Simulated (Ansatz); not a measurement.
## AgC (hypothetical, Fm-3m): a volume series of phonon spectra

Aim: how the vibrations of AgC (hypothetical) shift with volume, and the expansion that follows. The crystal structure is hypothetical: it was made by swapping elements on a known structure type.

Method: DFT PBEsol, scalar-relativistic, plane waves, PAW, in Ansatz 0.2.0.

### 1. The structure

Symmetry: Fm-3m, No. 225, cubic system. The conventional cell has a = 5.033 Å, b = 5.033 Å, c = 5.033 Å, α = 90.00°, β = 90.00°, γ = 90.00°. Nearest to Ag lie 6 C at 2.52 Å. C has 6 Ag at 2.52 Å nearest. Farther neighbours are not listed.

### 2. A first coarse run

A cheap single point shows whether the cell is a metal or an insulator and how far it is from rest; that sets the k-mesh and the occupations of what follows.

Input file input.yaml:

```yaml
crystal:
  lattice:
    - [0.0, 2.51626, 2.51626]
    - [2.51626, 0.0, 2.51626]
    - [2.51626, 2.51626, 0.0]
  atoms:
    - { symbol: Ag, position: [0.0, 0.0, 0.0] }
    - { symbol: C, position: [0.5, 0.5, 0.5] }
kpoints:
  mp_grid: { grid: [6, 6, 6] }
hamiltonian:
  xc: pbesol
scf:
  occupations: { method: gaussian, width: 0.1 }
output:
  forces: true
  stress: true
  eigenvalues: true
```

Started as:

```
> ansatz run input.yaml --threads 4 --pin off --max-ram 8192MiB --backend cpu --events-out ev --progress --plain --runs-dir out
```

Numbers of over 12 decimals in the logs are rounded to 6 here.

Log:

```text
Engine: ansatz 0.2.0, aarch64-unknown-linux-gnu
Pseudopotentials: kind: paw
Pseudopotential: Ag, paw, valence charge 19, recommended cutoff 420 eV (normal), Ag.paw.azcp
Pseudopotential: C, paw, valence charge 4, recommended cutoff 420 eV (normal), C.paw.azcp
Functional definition: PBEsol
  exchange = pbesol_x
  correlation = pbesol_c
Crystal: 2 atoms, lattice volume = 31.864 Å³
Basis set: ecut = 420 eV, 609 PW (Γ), exchange–correlation on 48×48×48 points (8 copies of the dense FFT grid, shifted against one another)
Bands: 16, of which v1, the nominal top of the filled ones, is band 12 counted from 1 (11 counted from 0)
Symmetry: 48 space group operations
Space group: Fm-3m (ITA 225), of the structure as read, at distance tolerance 3.2e-5 Å
k-points: 16 of 216
Non-local potential: Ag, projectors of the file, l = 0: 3, l = 1: 2, l = 2: 2, l = 3: 1
Non-local potential: C, projectors of the file, l = 0: 2, l = 1: 2, l = 2: 1
PAW form: soft (Blöchl's): semilocal exchange-correlation on the pseudo side does not see the compensation charge
PAW frozen core: Ag, regenerated for the run's functional, and the local potential with it (the file was generated under x = pbe(κ = 0.804, μ = 0.219515), c = pbe(β = 0.066725))
PAW frozen core: C, regenerated for the run's functional, and the local potential with it (the file was generated under x = pbe(κ = 0.804, μ = 0.219515), c = pbe(β = 0.066725))
PAW one-centre angular grid: Ag, 590 points (default); XC on 64 Gauss nodes
PAW one-centre angular grid: C, 110 points (default); XC on 64 Gauss nodes
Initial density: superposition of atomic densities (neutral atoms: chi_scale 0, normalization atom), corrected by the library's trained network
Initial wavefunctions: pseudopotential atomic-orbital guess
Functional: x = pbesol(κ = 0.804, μ = 0.123457), c = pbesol(β = 0.046)
SCF iter   1: F=—  HF=-7763.898131 eV  |F-HF|=—  |Δ(HF+E_count)|=         —  Δρ=9.12e-3  dr2=3.17e-2  ethr=1.77e-3  ⟨swp⟩=4.0  Hψ=1101  notcnv=0
preconditioner: auto → none  [insulator: Δε(μ)=0.194 eV  Ē_g=10.195 eV  σ=0.100 eV  W_gap=0.80  n_scr=14 (ndim 8)  ℏωp=25.5 eV  f_vac=0.000  D(μ)=0.66/eV (n_scr^D=0)  ε∞_Penn≈7.2]
SCF iter   2: F=—  HF=-7763.889986 eV  |F-HF|=—  |Δ(HF+E_count)|=   8.15e-3  Δρ=3.88e-3  dr2=6.54e-3  ethr=1.38e-4  ⟨swp⟩=1.4  Hψ=393  notcnv=0
SCF iter   3: F=—  HF=-7763.888502 eV  |F-HF|=—  |Δ(HF+E_count)|=   1.48e-3  Δρ=6.54e-4  dr2=1.08e-4  ethr=2.84e-5  ⟨swp⟩=1.7  Hψ=263  notcnv=0
SCF iter   4: F=—  HF=-7763.888477 eV  |F-HF|=—  |Δ(HF+E_count)|=   2.47e-5  Δρ=1.64e-4  dr2=1.98e-6  ethr=4.70e-7  ⟨swp⟩=2.0  Hψ=360  notcnv=0
SCF iter   5: F=—  HF=-7763.888464 eV  |F-HF|=—  |Δ(HF+E_count)|=   1.27e-5  Δρ=9.31e-6  dr2=2.61e-8  ethr=8.62e-9  ⟨swp⟩=2.2  Hψ=380  notcnv=0
SCF iter   6: F=-7763.888464 eV  HF=-7763.888464 eV  |F-HF|=1.53e-10  |Δ(HF+E_count)|=  9.24e-10  Δρ=9.75e-7  dr2=1.55e-10  ethr=1.13e-10  ⟨swp⟩=4.1  Hψ=905  notcnv=0
SCF 1 converged in 6 iterations: F = -7763.888464 eV  dr2 = 1.55e-10
  greatest PAW one-centre occupation: 1.001 electrons in one spin orbital (limit 2), on the Ag atom at site 0 (counted from 0), in its partial waves of l = 0
SCF converged after 6 iterations
Free energy (F): -7763.888464 eV
Harris-Foulkes:  -7763.888464 eV  (|F-HF|=1.53e-10)
Internal energy: -7763.884179 eV  (E = F + TS)
E sigma→0 (E₀):  -7763.886322 eV
Entropy (-TS):   -0.004286 eV (-2.143 meV/atom)
Fermi energy:    9.654060 eV
--- Per-component energies (eV) ---
  E_band       = -348.942846
  E_kinetic    = 597.171782
  E_local      = -2862.184364  (includes V_loc(G=0)·N_el)
  E_nonlocal   = 110.578556
  E_hartree    = 1252.785724
  E_xc         = -225.371902
  E_vxc        = -285.720224  (∫ρ·V_xc dr)
  E_paw        = -3927.349539  (= ΣΔE_a)
  E_vpaw       = -414.360437  (= ΣTr[D̂ρ^β])
  E_aug_tail   = 0.000310  (compensation charges beyond the density's cutoff)
  E_ewald      = -2709.858585
  E_core_change = 0.343840  (= ΣΔE_core)
  E_smearing   = -0.004286  (= −TS)
  E_closure    = -0.000000  (closes the sum)
  Σ components = -7763.888464   (vs F -7763.888464, Δ=0.00e0)
--- Forces (eV/Å), atoms counted from 1 ---
  atom   1  Ag    -0.00000000     0.00000000     0.00000000
  atom   2  C      0.00000000    -0.00000000    -0.00000000
  max |Σ_I F_I| component: 2.30e-30 eV/Å
--- Stress (GPa, compression-positive) ---
      -21.775106       0.000000      -0.000000
        0.000000     -21.775106       0.000000
       -0.000000       0.000000     -21.775106
  P = ⅓ Tr σ = -21.7751 GPa (-217.751 kbar)
--- Band table (eV; the first three rows and the last of 16) ---
  k-point 0: bands = [... 8 lower, 6.0420, 6.0420, 10.5004, 10.5004, 10.5004, 13.5448, 22.9224, 24.6123]
  k-point 1: bands = [... 8 lower, 6.0578, 6.0578, 9.3381, 10.9353, 10.9353, 14.7598, 20.8152, 23.1714]
  k-point 2: bands = [... 8 lower, 6.3149, 6.3149, 8.1467, 11.7474, 11.7474, 15.7996, 18.9668, 20.9540]
  k-point 15: bands = [... 8 lower, 6.6194, 7.4529, 7.9009, 8.8719, 9.4145, 15.5830, 19.4985, 19.7399]
```

Run time: 0.88 s. Hardware: 4 threads of Arm Neoverse V2, shared host; peak memory 0.26 GiB.

The column dr2 measures how far the density is from self-consistency, as an energy; F and HF (Harris–Foulkes) agree once it is small.

Numbers from this step:

| Property | Result |
| --- | --- |
| pressure | -21.78 GPa |
| volume per atom | 15.93 Å³ |
| gap on the k-mesh | 0 eV |

The start is under -22 GPa at this level and looks like a metal on this mesh.

### 3. A loose first relaxation

The start is far from rest, so a relaxation with loose thresholds first brings it near the minimum.

Changes to input.yaml since step 2:

```diff
@@ -9,3 +9,3 @@
 kpoints:
-  mp_grid: { grid: [6, 6, 6] }
+  mp_grid: { grid: [8, 8, 8] }
 hamiltonian:
@@ -18 +18,6 @@
   eigenvalues: true
+relax:
+  adjacent_minimum: "off"
+  f_tol: 0.05
+  max_steps: 80
+  cell: { stress_tol: 0.5 }
```

Log:

```text
[...]
Crystal: 2 atoms, lattice volume = 31.864 Å³
Basis set: ecut = 420 eV, 609 PW (Γ), exchange–correlation on 48×48×48 points (8 copies of the dense FFT grid, shifted against one another)
Bands: 16, of which v1, the nominal top of the filled ones, is band 12 counted from 1 (11 counted from 0)
Symmetry: 48 space group operations
[...]
k-points: 29 of 512
[...]
SCF iter   1: F=—  HF=-7763.886439 eV  |F-HF|=—  |Δ(HF+E_count)|=         —  Δρ=8.27e-3  dr2=2.15e-2  ethr=1.77e-3  ⟨swp⟩=4.1  Hψ=1982  notcnv=0
[...]
SCF iter   6: F=-7763.879310 eV  HF=-7763.879310 eV  |F-HF|=1.64e-11  |Δ(HF+E_count)|=   1.75e-9  Δρ=9.05e-7  dr2=1.48e-10  ethr=4.36e-11  ⟨swp⟩=3.1  Hψ=1534  notcnv=0
SCF 1 converged in 6 iterations: F = -7763.879310 eV  dr2 = 1.48e-10
[...]
relax step   1: F+E_penalty+E_count = -7763.87931031 eV  Δ(F+E_penalty+E_count) = +0.000e0 eV  max|allowed force component| = 2.209e-29 eV/Å  Δτ_max = 0.0000 Å  P = -22.428 GPa  Ω = 31.864 Å³  (6 SCF iters, dr2 threshold 1.00e-7 eV, accepted)
Crystal: 2 atoms, lattice volume = 27.427 Å³
Basis set: ecut = 420 eV, 531 PW (Γ), exchange–correlation on 48×48×48 points (8 copies of the dense FFT grid, shifted against one another)
[...]
iter 1 solved again at ethr=1.91e-3 eV; its pass at ethr=3.10e-3 eV (dr2=4.39e-1 eV) is discarded
[...]
SCF iter   6: F=-7764.436355 eV  HF=-7764.436355 eV  |F-HF|=1.57e-9  |Δ(HF+E_count)|=   1.29e-7  Δρ=3.52e-6  dr2=2.94e-9  ethr=8.70e-10  ⟨swp⟩=5.8  Hψ=2035  notcnv=0
SCF 2 converged in 6 iterations: F = -7764.436355 eV  dr2 = 2.94e-9
relax step   2: F+E_penalty+E_count = -7764.43635464 eV  Δ(F+E_penalty+E_count) = -5.570e-1 eV  max|allowed force component| = 1.275e-29 eV/Å  Δτ_max = 0.0000 Å  P = -15.984 GPa  Ω = 27.427 Å³  energy of the carried Pulay correction = +4.780e-3 eV  (6 SCF iters, dr2 threshold 2.00e-7 eV, accepted)
Crystal: 2 atoms, lattice volume = 23.423 Å³
Basis set: ecut = 420 eV, 459 PW (Γ), exchange–correlation on 48×48×48 points (8 copies of the dense FFT grid, shifted against one another)
[...]
SCF iter   6: F=-7764.638558 eV  HF=-7764.638558 eV  |F-HF|=5.15e-8  |Δ(HF+E_count)|=   1.00e-6  Δρ=1.54e-5  dr2=6.31e-8  ethr=8.70e-10  ⟨swp⟩=4.5  Hψ=1837  notcnv=0
SCF 3 converged in 6 iterations: F = -7764.638558 eV  dr2 = 6.31e-8
relax step   3: F+E_penalty+E_count = -7764.63855781 eV  Δ(F+E_penalty+E_count) = -2.022e-1 eV  max|allowed force component| = 1.262e-29 eV/Å  Δτ_max = 0.0000 Å  P = +3.441 GPa  Ω = 23.423 Å³  energy of the carried Pulay correction = +9.756e-3 eV  (6 SCF iters, dr2 threshold 2.00e-7 eV, accepted)
[...]
relax step   4: F+E_penalty+E_count = -7764.64233417 eV  Δ(F+E_penalty+E_count) = -3.776e-3 eV  max|allowed force component| = 2.695e-30 eV/Å  Δτ_max = 0.0000 Å  P = -0.967 GPa  Ω = 24.044 Å³  energy of the carried Pulay correction = +8.937e-3 eV  (6 SCF iters, dr2 threshold 2.00e-7 eV, accepted)
[...]
relax step   5: F+E_penalty+E_count = -7764.64295804 eV  Δ(F+E_penalty+E_count) = -6.239e-4 eV  max|allowed force component| = 1.660e-30 eV/Å  Δτ_max = 0.0000 Å  P = -0.008 GPa  Ω = 23.901 Å³  energy of the carried Pulay correction = +9.124e-3 eV  (6 SCF iters, dr2 threshold 2.00e-7 eV, accepted)
[...]
SCF iter   6: F=-7764.639449 eV  HF=-7764.639449 eV  |F-HF|=2.73e-12  |Δ(HF+E_count)|=  9.09e-12  Δρ=2.19e-8  dr2=5.22e-14  ethr=1.00e-12  ⟨swp⟩=1.3  Hψ=1074  notcnv=0
SCF 6 converged in 6 iterations: F = -7764.639449 eV  dr2 = 5.22e-14
relax step   6: F+E_penalty+E_count = -7764.63944943 eV  Δ(F+E_penalty+E_count) = +3.509e-3 eV  max|allowed force component| = 2.531e-30 eV/Å  Δτ_max = 0.0000 Å  P = -0.209 GPa  Ω = 23.901 Å³  stress off target by 2.09e-1 GPa  SCF on the basis re-selected at this cell (its energy is not comparable with the rows above)  (6 SCF iters)
basis re-selected at this cell: Δ(F+E_penalty+E_count) = +3.509e-3 eV, ΔP = -0.201 GPa vs the last step (what re-selecting the basis moved, of the pressure what is left beyond the Pulay correction that the steps carried, after the strain that the cell walked since its last selection, with what the two solves' SCF thresholds leave and, on support functions, any second-order correction that the steps lacked; it is no m [...]
SCF converged after 6 iterations
Free energy (F): -7764.639449 eV
[...]
Internal energy: -7764.635453 eV  (E = F + TS)
E sigma→0 (E₀):  -7764.637451 eV
Entropy (-TS):   -0.003997 eV (-1.998 meV/atom)
Fermi energy:    15.332494 eV
[...]
--- Stress (GPa, compression-positive) ---
       -0.209215       0.000000       0.000000
        0.000000      -0.209215       0.000000
        0.000000       0.000000      -0.209215
  P = ⅓ Tr σ = -0.2092 GPa (-2.092 kbar)
--- Band table (eV; the first three rows and the last of 29) ---
  k-point 0: bands = [... 8 lower, 10.3587, 10.3587, 15.7877, 15.7877, 15.7877, 21.5188, 28.5697, 32.1038]
  k-point 1: bands = [... 8 lower, 10.2770, 10.2770, 15.0941, 16.2342, 16.2342, 22.2294, 27.7737, 31.3625]
  k-point 2: bands = [... 8 lower, 10.5623, 10.5623, 13.9169, 17.2247, 17.2247, 23.0133, 26.4747, 29.2663]
  k-point 28: bands = [... 8 lower, 11.3293, 13.1484, 13.2821, 13.2821, 14.7753, 24.0806, 26.4336, 26.4336]
--- Relaxed structure (5 steps of the walk, 5 accepted, 1 SCFs on fresh bases) ---
  F+E_penalty+E_count = -7764.63944943 eV   max|allowed force component| = 2.531e-30 eV/Å   (the final SCF, on the basis selected at the relaxed cell)
  cell:  # Å, volume = 23.9014 Å³
    - [0, 2.286290, 2.286290]
    - [2.286290, 0, 2.286290]
    - [2.286290, 2.286290, 0]
  atoms:
    - { symbol: Ag, position: [0, 0, 0] }
    - { symbol: C, position: [0.5, 0.5, 0.5] }
```

Run time: 2.1 s. Hardware: 4 threads; peak memory 0.28 GiB.

Step by step:

```tsv
step	energy less that of the first step (eV)	largest force component (eV/Å)	pressure (GPa)	volume (Å³)
1	0.0000	0.0000	-22.43	31.86
2	-0.5570	0.0000	-15.98	27.43
3	-0.7592	0.0000	3.44	23.42
4	-0.7630	0.0000	-0.97	24.04
5	-0.7636	0.0000	-0.01	23.90
6*	-0.7601	0.0000	-0.21	23.90
```

Relaxation steps marked * repeat the geometry before them on a plane-wave basis chosen anew for their cell, so energy and pressure can jump there.

Forces are held to the 48 operations that the run works with; a distortion that breaks them can't arise in this run.

```tsv
conventional cell, symmetrised	before	after	change
a (Å)	5.033	4.573	-9.1 %
b (Å)	5.033	4.573	-9.1 %
c (Å)	5.033	4.573	-9.1 %
volume (Å³/atom)	15.93	11.95	-25.0 %
```

Final coordinates:

```
Ag C
1.0
     0.00000    2.28629    2.28629
     2.28629    0.00000    2.28629
     2.28629    2.28629    0.00000
Ag C
1 1
Direct
  0.00000 0.00000 0.00000
  0.50000 0.50000 0.50000
```

This step gave:

```
pressure        : -0.2092 GPa
volume per atom : 11.95 Å³
```

The relaxation ends with a pressure of -0.21 GPa.

### 4. Finding the static equilibrium

The vibrations must be taken about the equilibrium of this functional, not about the starting cell, so the structure is relaxed.

input.yaml, the sections that differ from step 3:

```yaml
crystal:
  lattice:
    - [0.0, 2.2862901059, 2.2862901059]
    - [2.2862901059, 0.0, 2.2862901059]
    - [2.2862901059, 2.2862901059, 0.0]
  atoms:
    - { symbol: Ag, position: [0.0, 0.0, 0.0] }
    - { symbol: C, position: [0.5, 0.5, 0.5] }
kpoints:
  mp_grid: { grid: [16, 16, 16] }
relax:
  adjacent_minimum: "off"
  f_tol: 0.005
  max_steps: 80
  cell: { stress_tol: 0.05 }
# hamiltonian, scf, output: as in step 3
```

Log:

```text
[...]
Crystal: 2 atoms, lattice volume = 23.901 Å³
Basis set: ecut = 420 eV, 459 PW (Γ), exchange–correlation on 48×48×48 points (8 copies of the dense FFT grid, shifted against one another)
Bands: 16, of which v1, the nominal top of the filled ones, is band 12 counted from 1 (11 counted from 0)
Symmetry: 48 space group operations
[...]
k-points: 145 of 4096
[...]
k-point 144: bands = [... 8 lower, 11.3849, 13.2187, 13.3415, 13.3415, 14.8414, 24.1769, 26.5199, 26.5199]
--- Relaxed structure (2 steps of the walk, 2 accepted, 1 SCFs on fresh bases) ---
[...]
cell:  # Å, volume = 23.8229 Å³
    - [0, 2.283782, 2.283782]
    - [2.283782, 0, 2.283782]
    - [2.283782, 2.283782, 0]
  atoms:
    - { symbol: Ag, position: [0, 0, 0] }
    - { symbol: C, position: [0.5, 0.5, 0.5] }
[key lines of the parts left out:]
SCF converged after 8 iterations
Free energy (F): -7764.621539 eV
Fermi energy:    15.344501 eV
P = ⅓ Tr σ = -0.0105 GPa (-0.105 kbar)
```

The job ended after 2.7 s (4 threads; peak memory 0.35 GiB).

Relaxation path:

```tsv
step	energy less that of the first step (eV)	largest force component (eV/Å)	pressure (GPa)	volume (Å³)
1	0.0000	0.0000	-0.53	23.90
2	-0.0002	0.0000	-0.01	23.82
3*	-0.0001	0.0000	-0.01	23.82
```

Relaxation steps marked * repeat the geometry before them on a plane-wave basis chosen anew for their cell, so energy and pressure can jump there.

The run keeps the 48 symmetry operations that it works with, so distortions that break them were not tested.

```tsv
conventional cell, symmetrised	before	after	change
a (Å)	4.573	4.568	-0.1 %
b (Å)	4.573	4.568	-0.1 %
c (Å)	4.573	4.568	-0.1 %
volume (Å³/atom)	11.95	11.91	-0.3 %
```

Final coordinates:

```xyz
2
Lattice="0.0000 2.2838 2.2838 2.2838 0.0000 2.2838 2.2838 2.2838 0.0000" Properties=species:S:1:pos:R:3 pbc="T T T"
Ag    0.0000    0.0000    0.0000
C     2.2838    2.2838    2.2838
```

Numbers from this step:

| Item | Value |
| --- | --- |
| pressure | -0.01049 GPa |
| volume per atom | 11.91 Å³ |

The cell shrank by 0.3 % in volume.

### 5. Relaxing to small residual forces and stress

The thresholds are tightened for a last relaxation ahead of the phonons, and where mesh or smearing change with them the cell follows.

input.yaml, the sections that differ from step 4:

```yaml
crystal:
  lattice:
    - [0.0, 2.2837819978, 2.2837819978]
    - [2.2837819978, 0.0, 2.2837819978]
    - [2.2837819978, 2.2837819978, 0.0]
  atoms:
    - { symbol: Ag, position: [0.0, 0.0, 0.0] }
    - { symbol: C, position: [0.5, 0.5, 0.5] }
scf:
  occupations: { method: methfessel_paxton, width: 0.15 }
relax:
  adjacent_minimum: "off"
  f_tol: 0.001
  max_steps: 60
  cell: { stress_tol: 0.01 }
# kpoints, hamiltonian, output: as in step 4
```

Log:

```text
[...]
Crystal: 2 atoms, lattice volume = 23.823 Å³
Basis set: ecut = 420 eV, 459 PW (Γ), exchange–correlation on 48×48×48 points (8 copies of the dense FFT grid, shifted against one another)
Bands: 16, of which v1, the nominal top of the filled ones, is band 12 counted from 1 (11 counted from 0)
Symmetry: 48 space group operations
[...]
k-points: 145 of 4096
[...]
k-point 144: bands = [... 8 lower, 11.3878, 13.2220, 13.3442, 13.3442, 14.8444, 24.1811, 26.5237, 26.5237]
--- Relaxed structure (2 steps of the walk, 2 accepted, 1 SCFs on fresh bases) ---
[...]
cell:  # Å, volume = 23.8194 Å³
    - [0, 2.283673, 2.283673]
    - [2.283673, 0, 2.283673]
    - [2.283673, 2.283673, 0]
  atoms:
    - { symbol: Ag, position: [0, 0, 0] }
    - { symbol: C, position: [0.500000, 0.500000, 0.500000] }
[key lines of the parts left out:]
SCF converged after 4 iterations
Free energy (F): -7764.618565 eV
Fermi energy:    15.348146 eV
P = ⅓ Tr σ = -0.0010 GPa (-0.010 kbar)
```

It took 2.4 s on 4 threads; peak memory 0.34 GiB.

Little changed from the start: no atom moved by 0.005 Å and no cell edge by 0.1 %.

This step gave:

- pressure: -0.001046 GPa

The residual pressure is -0.0010 GPa, small enough for phonons.

(Continued in part 2 of 3.)

[Logs are printed without paths, hosts, clocks, repeated set-up lines and the standing remarks that a program may print on its own settings, such as how far it seeks lower states.]

[Hosts, paths, dates, database ids (printed as entryN), source tags and the programs' standing remarks are cut or masked in the printed files.]

[A step with changed settings may run another functional than the one named; its input shows which.]

[Of the runs on displaced cells, only some may be shown.]
